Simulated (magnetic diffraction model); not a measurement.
# Which magnetic order? LaTi₃Fe

Space group I4mm (no. 107), a = 4.2270 Å, c = 9.8780 Å.

| site | atom | x | y | z |
| --- | --- | --- | --- | --- |
| 2a | La | 0 | 0 | 0.0033 |
| 2a | Fe | 1/2 | 1/2 | 0.1680 |
| 4b | Ti | 0 | 1/2 | 0.2623 |
| 2a | Ti | 0 | 0 | 0.4245 |

This is a made-up structure (elements placed in a structure type, unrelaxed), so the numbers test the method and describe no known phase.

Only Fe is taken to order (form factors of Fe2+); orders and moment sizes are assumed, and not adapted to the symmetry. Radiation: neutrons of λ = 4.2 Å, 3° to 90°; isotropic B of 0.3 Å² (La), 0.44 Å² (Fe) and 0.33 Å² (Ti). Simulated constant-wavelength pattern: nuclear and magnetic terms add, the magnetic one as |2.695 fm × Σ f S⊥ exp(2πi Q·r) exp(−B s²)|², summed over all Q at one angle with the factor 1/(sin²θ cos θ). For collinear order S is the moment m, which repeats by lattice and centring translations R with the sign exp(−2πi k·R). Free-ion form factors, Sears's scattering lengths of 1992, no absorption; a label names one of the reflections at its angle. The strongest nuclear line in the range is 100, and lines under 0.2 are left out.

Above the ordering temperature:

```tsv
2θ (°)	index	I
50.33	(0 0 2)	53.1
65.42	(1 0 1)	88.3
89.27	(1 1 0)	100.0
```

Below it (cell unchanged):

```csv
2θ (°),I
24.55,28.9
50.33,53.1
59.58,4.7
65.42,88.3
79.25,2.7
81.67,7.2
89.27,100.0
```

**Question.** Find the propagation vector, then choose among these models:
A. collinear moments along [010], 2.15 μB on Fe
B. collinear moments along [001], 2.15 μB on Fe
C. collinear moments along [111], 2.15 μB on Fe

The new lines index as (0 0 1) at 24.55°, (1 0 0) at 59.58°, (0 0 3) at 79.25° and (1 0 2) at 81.67°, that is as H ± k with k = (0 0 1). The indices are whole but break the lattice centring, so the moments reverse under a centring translation, those with k·t a half-integer.

Magnetic intensity, observed (below minus above) and for each model:

| 2θ (°) | index | observed | A | B | C |
| --- | --- | --- | --- | --- | --- |
| 24.55 | (0 0 1) | 28.9 | 28.9 | <0.2 | 7.8 |
| 59.58 | (1 0 0) | 4.7 | 4.7 | 9.4 | 8.2 |
| 79.25 | (0 0 3) | 2.7 | 2.7 | <0.2 | 0.7 |
| 81.67 | (1 0 2) | 7.2 | 7.2 | 5.9 | 6.2 |

Model A matches.

The structure used: k = (0 0 1), collinear moments along [010], 2.15 μB on Fe.

[Logs are printed without paths, hosts, clocks, repeated set-up lines and the standing remarks that a program may print on its own settings, such as how far it seeks lower states.]
